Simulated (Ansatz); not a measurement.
## Anharmonic phonons and stability of BAs (F-43m)

Wanted: self-consistent phonon frequencies, thermal pressure and a stability verdict for BAs.

Program: Ansatz 0.2.0. Level of theory: DFT LDA, scalar-relativistic, plane waves, PAW; PAW set soft_1. Results are calculated unless marked as measured.

### Step 1. Starting point

It takes space group F-43m (No. 216, cubic). Conventional cell: a = 4.777 Å, b = 4.777 Å, c = 4.777 Å, α = 90.00°, β = 90.00°, γ = 90.00°. Nearest to B lie 4 As at 2.07 Å. As has 4 B at 2.07 Å nearest. Farther neighbours are not listed.

### Step 2. A first coarse run

A cheap single point shows whether the cell is a metal or an insulator and how far it is from rest; that sets the k-mesh and the occupations of what follows.

Input file input.yaml:

```yaml
crystal:
  lattice:
    - [0.0, 2.3885, 2.3885]
    - [2.3885, 0.0, 2.3885]
    - [2.3885, 2.3885, 0.0]
  atoms:
    - { symbol: B, position: [0.0, 0.0, 0.0] }
    - { symbol: As, position: [0.25, 0.25, 0.25] }
kpoints:
  mp_grid: { grid: [6, 6, 6] }
hamiltonian:
  xc: lda
  pseudopotentials: { kind: paw, azcp: { folder: soft_1 }, xc_functional: pbe }
scf:
  occupations: { method: gaussian, width: 0.1 }
  lower_state_search: "off"
output:
  forces: true
  stress: true
  eigenvalues: true
```

Command:

```console
$ ansatz run input.yaml --threads 8 --pin off --max-ram 16384MiB --backend cpu --events-out ev --progress --plain --runs-dir out
```

Numbers of over 12 decimals in the logs are rounded to 6 here.

Log:

```text
Engine: ansatz 0.2.0, aarch64-unknown-linux-gnu
Pseudopotentials: kind: paw
Pseudopotential: B, paw, valence charge 3, recommended cutoff 420 eV (normal), soft_1/B.paw.azcp
Pseudopotential: As, paw, valence charge 15, recommended cutoff 420 eV (normal), soft_1/As.paw.azcp
Functional definition: SPW92
  exchange = slater_x
  correlation = pw_c
Crystal: 2 atoms, lattice volume = 27.252 Å³
Basis set: ecut = 420 eV, 531 PW (Γ)
Bands: 13, of which v1, the nominal top of the filled ones, is band 9 counted from 1 (8 counted from 0)
Symmetry: 24 space group operations
Space group: F-43m (ITA 216), of the structure as read, at distance tolerance 3.0e-5 Å
k-points: 16 of 216 (time reversal used)
Non-local potential: B, projectors of the file, l = 0: 2, l = 1: 2, l = 2: 1
Non-local potential: As, projectors of the file, l = 0: 2, l = 1: 2, l = 2: 3, l = 3: 1
PAW form: soft (Blöchl's): semilocal exchange-correlation on the pseudo side does not see the compensation charge
PAW frozen core: B, regenerated for the run's functional, and the local potential with it (the file was generated under x = pbe(κ = 0.804, μ = 0.219515), c = pbe(β = 0.066725))
PAW frozen core: As, regenerated for the run's functional, and the local potential with it (the file was generated under x = pbe(κ = 0.804, μ = 0.219515), c = pbe(β = 0.066725))
PAW one-centre angular grid: B, 110 points (default); XC on 64 Gauss nodes
PAW one-centre angular grid: As, 590 points (default); XC on 64 Gauss nodes
Initial density: superposition of atomic densities (chi_scale 0.1, normalization cell, long waves kept (reshape's long-wave potential 0.00 eV rms))
Initial wavefunctions: pseudopotential atomic-orbital guess
Functional: x = slater, c = lda
SCF iter   1: F=—  HF=-4924.163078 eV  |F-HF|=—  |Δ(HF+E_count)|=         —  Δρ=7.51e-2  dr2=1.99e0  ethr=3.10e-3  ⟨swp⟩=5.0  Hψ=1144  notcnv=0
preconditioner: auto → none  [insulator: Δε(μ)=1.845 eV  Ē_g=12.427 eV  σ=0.100 eV  W_gap=1.00  n_scr=8 (ndim 8)  ℏωp=20.1 eV  f_vac=0.000  D(μ)=0.00/eV (n_scr^D=0)  ε∞_Penn≈3.6]
SCF iter   2: F=—  HF=-4923.554596 eV  |F-HF|=—  |Δ(HF+E_count)|=   6.08e-1  Δρ=2.51e-2  dr2=1.53e-1  ethr=3.10e-3  ⟨swp⟩=2.8  Hψ=481  notcnv=0
SCF iter   3: F=—  HF=-4923.511359 eV  |F-HF|=—  |Δ(HF+E_count)|=   4.32e-2  Δρ=1.02e-2  dr2=1.94e-2  ethr=8.50e-4  ⟨swp⟩=2.2  Hψ=349  notcnv=0
SCF iter   4: F=—  HF=-4923.507710 eV  |F-HF|=—  |Δ(HF+E_count)|=   3.65e-3  Δρ=4.31e-3  dr2=3.97e-3  ethr=1.08e-4  ⟨swp⟩=2.6  Hψ=398  notcnv=0
SCF iter   5: F=—  HF=-4923.506427 eV  |F-HF|=—  |Δ(HF+E_count)|=   1.28e-3  Δρ=1.04e-3  dr2=1.97e-4  ethr=2.21e-5  ⟨swp⟩=2.2  Hψ=355  notcnv=0
SCF iter   6: F=—  HF=-4923.506392 eV  |F-HF|=—  |Δ(HF+E_count)|=   3.49e-5  Δρ=1.27e-4  dr2=2.42e-6  ethr=1.09e-6  ⟨swp⟩=2.2  Hψ=354  notcnv=0
SCF iter   7: F=—  HF=-4923.506392 eV  |F-HF|=—  |Δ(HF+E_count)|=   7.97e-8  Δρ=6.87e-6  dr2=7.69e-9  ethr=5.56e-10  ⟨swp⟩=4.2  Hψ=1009  notcnv=0
SCF iter   8: F=-4923.506392 eV  HF=-4923.506392 eV  |F-HF|=2.73e-12  |Δ(HF+E_count)|=   1.50e-9  Δρ=3.16e-7  dr2=1.44e-11  ethr=4.27e-11  ⟨swp⟩=2.0  Hψ=636  notcnv=0
SCF 1 converged in 8 iterations: F = -4923.506392 eV  dr2 = 1.44e-11
  greatest PAW one-centre occupation: 0.999 electrons in one spin orbital (limit 2), on the As atom at site 1 (counted from 0), in its partial waves of l = 2
SCF converged after 8 iterations
Free energy (F): -4923.506392 eV
Harris-Foulkes:  -4923.506392 eV  (|F-HF|=2.73e-12)
Internal energy: -4923.506392 eV  (E = F + TS)
E sigma→0 (E₀):  -4923.506392 eV
Fermi energy:    11.030930 eV
--- Per-component energies (eV) ---
  E_band       = -223.931862
  E_kinetic    = 147.411370
  E_local      = -1962.038712  (includes V_loc(G=0)·N_el)
  E_nonlocal   = -380.089799
  E_hartree    = 1103.164599
  E_xc         = -102.999672
  E_vxc        = -112.753862  (∫ρ·V_xc dr)
  E_paw        = -2005.300244  (= ΣΔE_a)
  E_vpaw       = -122.789993  (= ΣTr[D̂ρ^β])
  E_aug_tail   = -0.000001  (compensation charges beyond the density's cutoff)
  E_ewald      = -1725.774997
  E_core_change = 2.121063  (= ΣΔE_core)
  E_smearing   = -0.000000  (= −TS)
  E_closure    = -0.000000  (closes the sum)
  Σ components = -4923.506392   (vs F -4923.506392, Δ=0.00e0)
--- Forces (eV/Å), atoms counted from 1 ---
  atom   1  B      0.00000000     0.00000000    -0.00000000
  atom   2  As     0.00000000    -0.00000000     0.00000000
  max |Σ_I F_I| component: 6.03e-16 eV/Å
--- Stress (GPa, compression-positive) ---
       -3.930226      -0.000000      -0.000000
        0.000000      -3.930226       0.000000
       -0.000000       0.000000      -3.930226
  P = ⅓ Tr σ = -3.9302 GPa (-39.302 kbar)
--- Band table (eV; the first three rows and the last of 16) ---
  k-point 0: bands = [... 5 lower, -4.9721, 10.4195, 10.4195, 10.4195, 13.6693, 13.6693, 13.6693, 15.0634]
  k-point 1: bands = [... 5 lower, -4.5214, 7.4717, 9.7394, 9.7394, 13.6790, 14.5532, 14.5532, 17.0115]
  k-point 2: bands = [... 5 lower, -3.2636, 3.7041, 8.9082, 8.9082, 13.2552, 15.2228, 15.2228, 18.9712]
  k-point 15: bands = [... 5 lower, -0.7422, 2.3431, 5.2646, 5.4578, 14.1740, 14.3180, 19.0363, 19.2023]
```

Elapsed: 0.29 s, on 8 threads of Arm Neoverse V2, shared host; peak memory 0.28 GiB.

A gap read on the k-mesh alone can miss the band edges.

This step gave:

```
pressure          : -3.930 GPa
gap on the k-mesh : 1.228 eV
volume per atom   : 13.63 Å³/atom
```

The start is under -3.9 GPa at this level and looks like an insulator or semiconductor on this mesh.

### Step 3. Relaxation

Phonons are second derivatives about a minimum, so cell and atoms are relaxed first, inside the symmetry of the start.

input.yaml, the sections that differ from step 2:

```yaml
kpoints:
  mp_grid: { grid: [10, 10, 10] }
scf:
  occupations: { method: gaussian, width: 0.02 }
  lower_state_search: "off"
relax:
  adjacent_minimum: "off"
  f_tol: 0.005
  max_steps: 80
  cell: { stress_tol: 0.05 }
# crystal, hamiltonian, output: as in step 2
```

Log:

```text
[...]
Crystal: 2 atoms, lattice volume = 27.252 Å³
Basis set: ecut = 420 eV, 531 PW (Γ)
Bands: 13, of which v1, the nominal top of the filled ones, is band 9 counted from 1 (8 counted from 0)
Symmetry: 24 space group operations
[...]
k-points: 47 of 1000 (time reversal used)
[...]
SCF iter   1: F=—  HF=-4924.176128 eV  |F-HF|=—  |Δ(HF+E_count)|=         —  Δρ=7.48e-2  dr2=1.97e0  ethr=3.10e-3  ⟨swp⟩=5.7  Hψ=3445  notcnv=0
[...]
SCF iter   8: F=-4923.525253 eV  HF=-4923.525253 eV  |F-HF|=6.37e-12  |Δ(HF+E_count)|=   1.29e-9  Δρ=3.28e-7  dr2=1.40e-11  ethr=3.95e-11  ⟨swp⟩=2.0  Hψ=1860  notcnv=0
SCF 1 converged in 8 iterations: F = -4923.525253 eV  dr2 = 1.40e-11
[...]
relax step   1: F+E_penalty+E_count = -4923.52525330 eV  Δ(F+E_penalty+E_count) = +0.000e0 eV  max|allowed force component| = 2.151e-16 eV/Å  Δτ_max = 0.0000 Å  P = -3.962 GPa  Ω = 27.252 Å³  (8 SCF iters, dr2 threshold 1.00e-7 eV, accepted)
Crystal: 2 atoms, lattice volume = 26.690 Å³
[...]
iter 1 solved again at ethr=2.43e-5 eV; its pass at ethr=3.10e-3 eV (dr2=4.38e-3 eV) is discarded
[...]
SCF iter   5: F=-4923.534555 eV  HF=-4923.534555 eV  |F-HF|=2.07e-8  |Δ(HF+E_count)|=   5.17e-7  Δρ=1.75e-5  dr2=5.19e-8  ethr=1.11e-9  ⟨swp⟩=5.4  Hψ=2882  notcnv=0
SCF 2 converged in 5 iterations: F = -4923.534555 eV  dr2 = 5.19e-8
relax step   2: F+E_penalty+E_count = -4923.53455472 eV  Δ(F+E_penalty+E_count) = -9.301e-3 eV  max|allowed force component| = 6.708e-17 eV/Å  Δτ_max = 0.0000 Å  P = -1.101 GPa  Ω = 26.690 Å³  energy of the carried Pulay correction = +3.259e-4 eV  (5 SCF iters, dr2 threshold 2.00e-7 eV, accepted)
Crystal: 2 atoms, lattice volume = 26.480 Å³
[...]
SCF iter   5: F=-4923.535372 eV  HF=-4923.535372 eV  |F-HF|=3.07e-9  |Δ(HF+E_count)|=   9.86e-8  Δρ=7.51e-6  dr2=1.04e-8  ethr=1.11e-9  ⟨swp⟩=5.0  Hψ=2810  notcnv=0
SCF 3 converged in 5 iterations: F = -4923.535372 eV  dr2 = 1.04e-8
relax step   3: F+E_penalty+E_count = -4923.53537246 eV  Δ(F+E_penalty+E_count) = -8.177e-4 eV  max|allowed force component| = 6.679e-17 eV/Å  Δτ_max = 0.0000 Å  P = +0.050 GPa  Ω = 26.480 Å³  energy of the carried Pulay correction = +4.495e-4 eV  (5 SCF iters, dr2 threshold 2.00e-7 eV, accepted)
[...]
SCF iter   5: F=-4923.534962 eV  HF=-4923.534962 eV  |F-HF|=5.46e-12  |Δ(HF+E_count)|=  4.73e-11  Δρ=2.79e-7  dr2=3.29e-12  ethr=1.00e-12  ⟨swp⟩=5.3  Hψ=2288  notcnv=0
SCF 4 converged in 5 iterations: F = -4923.534962 eV  dr2 = 3.29e-12
relax step   4: F+E_penalty+E_count = -4923.53496194 eV  Δ(F+E_penalty+E_count) = +4.105e-4 eV  max|allowed force component| = 7.922e-17 eV/Å  Δτ_max = 0.0000 Å  P = +0.030 GPa  Ω = 26.480 Å³  stress off target by 3.05e-2 GPa  SCF on the basis re-selected at this cell (its energy is not comparable with the rows above)  (5 SCF iters)
basis re-selected at this cell: Δ(F+E_penalty+E_count) = +4.105e-4 eV, ΔP = -0.019 GPa vs the last step (what re-selecting the basis moved, of the pressure what is left beyond the Pulay correction that the steps carried, after the strain that the cell walked since its last selection, with what the two solves' SCF thresholds leave and, on support functions, any second-order correction that the steps lacked; it is no m [...]
SCF converged after 5 iterations
Free energy (F): -4923.534962 eV
[...]
Internal energy: -4923.534962 eV  (E = F + TS)
E sigma→0 (E₀):  -4923.534962 eV
Fermi energy:    11.416131 eV
[...]
--- Stress (GPa, compression-positive) ---
        0.030488      -0.000000       0.000000
        0.000000       0.030488       0.000000
        0.000000       0.000000       0.030488
  P = ⅓ Tr σ = 0.0305 GPa (0.305 kbar)
--- Band table (eV; the first three rows and the last of 47) ---
  k-point 0: bands = [... 5 lower, -4.7887, 10.8638, 10.8638, 10.8638, 14.1535, 14.1535, 14.1535, 15.8767]
  k-point 1: bands = [... 5 lower, -4.6210, 9.4565, 10.5528, 10.5528, 14.3424, 14.5618, 14.5618, 16.6913]
  k-point 2: bands = [... 5 lower, -4.1257, 7.0528, 9.9637, 9.9637, 14.1777, 15.2925, 15.2925, 18.2135]
  k-point 46: bands = [... 5 lower, -0.3715, 2.7436, 5.3306, 5.5883, 15.3778, 15.7239, 18.8422, 18.8445]
--- Relaxed structure (3 steps of the walk, 3 accepted, 1 SCFs on fresh bases) ---
  F+E_penalty+E_count = -4923.53496194 eV   max|allowed force component| = 7.922e-17 eV/Å   (the final SCF, on the basis selected at the relaxed cell)
  cell:  # Å, volume = 26.4799 Å³
    - [0, 2.365713, 2.365713]
    - [2.365713, 0, 2.365713]
    - [2.365713, 2.365713, 0]
  atoms:
    - { symbol: B, position: [0, 0, 0] }
    - { symbol: As, position: [0.25, 0.25, 0.25] }
```

Elapsed: 1.3 s, on 8 threads; peak memory 0.34 GiB; 7.1 s of CPU time.

The steps of the relaxation:

| step | energy less that of the first step (eV) | largest force component (eV/Å) | pressure (GPa) | volume (Å³) |
| --- | --- | --- | --- | --- |
| 1 | 0.0000 | 0.0000 | -3.96 | 27.25 |
| 2 | -0.0093 | 0.0000 | -1.10 | 26.69 |
| 3 | -0.0101 | 0.0000 | 0.05 | 26.48 |
| 4* | -0.0097 | 0.0000 | 0.03 | 26.48 |

Relaxation steps marked * repeat the geometry before them on a plane-wave basis chosen anew for their cell, so energy and pressure can jump there.

Forces are held to the 24 operations that the run works with; a distortion that breaks them can't arise in this run.

| conventional cell, symmetrised | before | after | change |
| --- | --- | --- | --- |
| a (Å) | 4.777 | 4.731 | -1.0 % |
| b (Å) | 4.777 | 4.731 | -1.0 % |
| c (Å) | 4.777 | 4.731 | -1.0 % |
| volume (Å³/atom) | 13.63 | 13.24 | -2.8 % |

Final coordinates:

```cif
data_structure
_symmetry_space_group_name_H-M 'P 1'
_symmetry_Int_Tables_number 1
_cell_length_a 3.3456
_cell_length_b 3.3456
_cell_length_c 3.3456
_cell_angle_alpha 60.000
_cell_angle_beta 60.000
_cell_angle_gamma 60.000
_cell_volume 26.48
loop_
_atom_site_label
_atom_site_type_symbol
_atom_site_fract_x
_atom_site_fract_y
_atom_site_fract_z
_atom_site_occupancy
B1 B 0.00000 0.00000 0.00000 1
As2 As 0.25000 0.25000 0.25000 1
```

This step gave:

- pressure: 0.03049 GPa
- gap on the k-mesh: 1.105 eV
- volume per atom: 13.24 Å³/atom

The relaxation ends with a pressure of 0.03 GPa.

### Step 4. Relaxing to small residual forces and stress

The relaxation is repeated with tighter thresholds on force and stress, since phonons are sensitive to what is left; a change of mesh or smearing in the input moves the cell too.

input.yaml, the sections that differ from step 3:

```yaml
crystal:
  lattice:
    - [0.0, 2.3657126514, 2.3657126514]
    - [2.3657126514, 0.0, 2.3657126514]
    - [2.3657126514, 2.3657126514, 0.0]
  atoms:
    - { symbol: B, position: [0.0, 0.0, 0.0] }
    - { symbol: As, position: [0.25, 0.25, 0.25] }
scf:
  occupations: { method: fixed }
  lower_state_search: "off"
relax:
  adjacent_minimum: "off"
  f_tol: 0.001
  max_steps: 60
  cell: { stress_tol: 0.01 }
# kpoints, hamiltonian, output: as in step 3
```

Log:

```text
[...]
Crystal: 2 atoms, lattice volume = 26.480 Å³
Basis set: ecut = 420 eV, 531 PW (Γ)
Bands: 13, of which v1, the nominal top of the filled ones, is band 9 counted from 1 (8 counted from 0)
Symmetry: 24 space group operations
[...]
k-points: 47 of 1000 (time reversal used)
[...]
k-point 46: bands = [... 5 lower, -0.3733, 2.7420, 5.3292, 5.5868, 15.3754, 15.7211, 18.8390, 18.8414]
--- Relaxed structure (2 steps of the walk, 2 accepted, 1 SCFs on fresh bases) ---
[...]
cell:  # Å, volume = 26.4838 Å³
    - [0, 2.365828, 2.365828]
    - [2.365828, 0, 2.365828]
    - [2.365828, 2.365828, 0]
  atoms:
    - { symbol: B, position: [0, 0, 0] }
    - { symbol: As, position: [0.25, 0.25, 0.25] }
[key lines of the parts left out:]
SCF converged after 5 iterations
Free energy (F): -4923.534960 eV
Fermi energy:    10.861433 eV
P = ⅓ Tr σ = 0.0089 GPa (0.089 kbar)
```

Wall time 0.92 s (8 threads); peak memory 0.33 GiB; 5 s of CPU time.

Little changed from the start: no atom moved by 0.005 Å and no cell edge by 0.1 %.

Numbers from this step:

```yaml
pressure: 0.008908 GPa
```

The residual pressure is 0.0089 GPa, small enough for phonons.

### Step 5. A faulty attempt

This input was changed on purpose, to see how the program answers.

Input file input.yaml:

```yaml
crystal:
  lattice:
    - [0.0, 2.3658283877, 2.3658283877]
    - [2.3658283877, 0.0, 2.3658283877]
    - [2.3658283877, 2.3658283877, 0.0]
  atoms:
    - { symbol: B, position: [0.0, 0.0, 0.0] }
    - { symbol: As, position: [0.25, 0.25, 0.25] }
kpoints:
  mp_grid: { grid: [8, 8, 8] }
hamiltonian:
  xc: lda
  pseudopotentials: { kind: paw, azcp: { folder: soft_1 }, xc_functional: pbe }
scf:
  occupations: { method: fixed }
  lower_state_search: "off"
  max_iter: 100
output:
  eigenvalues: true
phonons:
  method: dfpt
  qmesh: [2, 2, 2]
  self_consistent: { temperatures: [300] }
```

Log:

```text
Error: invalid value for `phonons.self_consistent`: set with method: dfpt — the frames of phonons at temperature are drawn about the supercell of the finite-displacement method, which dfpt does not build; remove self_consistent or use method: fd, without the keys that are dfpt's alone (method's entry in the input reference names them)
```

Run time: 0.02 s. Hardware: 8 threads; peak memory 0.031 GiB.

The program refused the input before any cycle.

The program's message: “Error: invalid value for `phonons.self_consistent`: set with method: dfpt — the frames of phonons at temperature are drawn about the supercell of the finite-displacement method, which dfpt does not bu …”

The fault put into the input: phonons at temperature asked of linear response.

(Continued in part 2 of 2.)

[Logs are printed without paths, hosts, clocks, repeated set-up lines and the standing remarks that a program may print on its own settings, such as how far it seeks lower states.]

[Hosts, paths, dates, database ids (printed as entryN), source tags and the programs' standing remarks are cut or masked in the printed files.]

[A step with changed settings may run another functional than the one named; its input shows which.]
